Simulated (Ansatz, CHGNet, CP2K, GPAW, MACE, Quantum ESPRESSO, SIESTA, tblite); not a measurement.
# Which run comes nearest? Random packing of C68N32 (at. %) (79 atoms)

Density of this cell: 2.36 g/cm³. The cell holds 79 atoms: 54 C and 25 N. Cell: a = 8.889 Å, b = 8.889 Å, c = 8.889 Å, α = 90.0°, β = 90.0°, γ = 90.0°. 79 atoms (54 C, 25 N) packed at random in a cube at 2.36 g/cm³ and pushed apart as soft spheres; a start for melting by ab initio MD, not an equilibrated structure. Then every atom was moved at random, 0.02 Å r.m.s. a Cartesian component.

Geometry: as built.

The reference, a calculation:

- method: Kohn-Sham DFT, PBE, PAW, plane waves (Ansatz 0.2.0); cutoff 420 eV, Γ point, fermi-dirac smearing of 0.05 eV; PAW set soft_2
- r.m.s. force component: 1.957 eV/Å
- longest force: 5.884 eV/Å
- pressure: -23.89 GPa
- SCF cycles: 9
- time: 4.4 s on 8 threads of Arm Neoverse V2, shared host
- CPU time: 24 s

Runs, in no order:
A. GPAW PBE, LCAO dzp, h 0.18 Å, other mixer settings: Kohn-Sham DFT, PBE, PAW, atomic orbitals (dzp)
B. tblite GFN1-xTB: GFN1-xTB tight binding, diagonalisation
C. QE PBE, gbrv-1.5, 40/200 Ry: Kohn-Sham DFT, PBE, GBRV 1.5 ultrasoft pseudopotentials, plane waves
D. GPAW PBE, LCAO szp(dzp), h 0.18 Å: Kohn-Sham DFT, PBE, PAW, atomic orbitals (szp(dzp))

**Question.** Rank the runs by how far their forces lie from the reference's, least first.

C, A, D, B.

| run | Δ force, r.m.s. (meV/Å) | share of r.m.s. force (%) | CPU time |
| --- | --- | --- | --- |
| C. QE PBE, gbrv-1.5, 40/200 Ry | 11.9 | 0.608 | 96 s |
| A. GPAW PBE, LCAO dzp, h 0.18 Å, other mixer settings | 83.3 | 4.26 | 3.7 min |
| D. GPAW PBE, LCAO szp(dzp), h 0.18 Å | 530 | 27.1 | 2.3 min |
| B. tblite GFN1-xTB | 934 | 47.7 | 1.8 s |

Periodic xTB results under one method name differ between programs and library versions. The electron count is odd in these runs, and they have no spin polarisation, so the unpaired electron is spread evenly over both spins. The electron count is odd and the run has no spin polarisation, so levels at the top are partly filled by construction. The electronic-structure runs sample only Γ, in a cell whose shortest periodic width is 9 Å, which is coarse for a cell with partly filled levels.

[Hosts, paths, dates, database ids (printed as entryN), source tags and the programs' standing remarks are cut or masked in the printed files.]
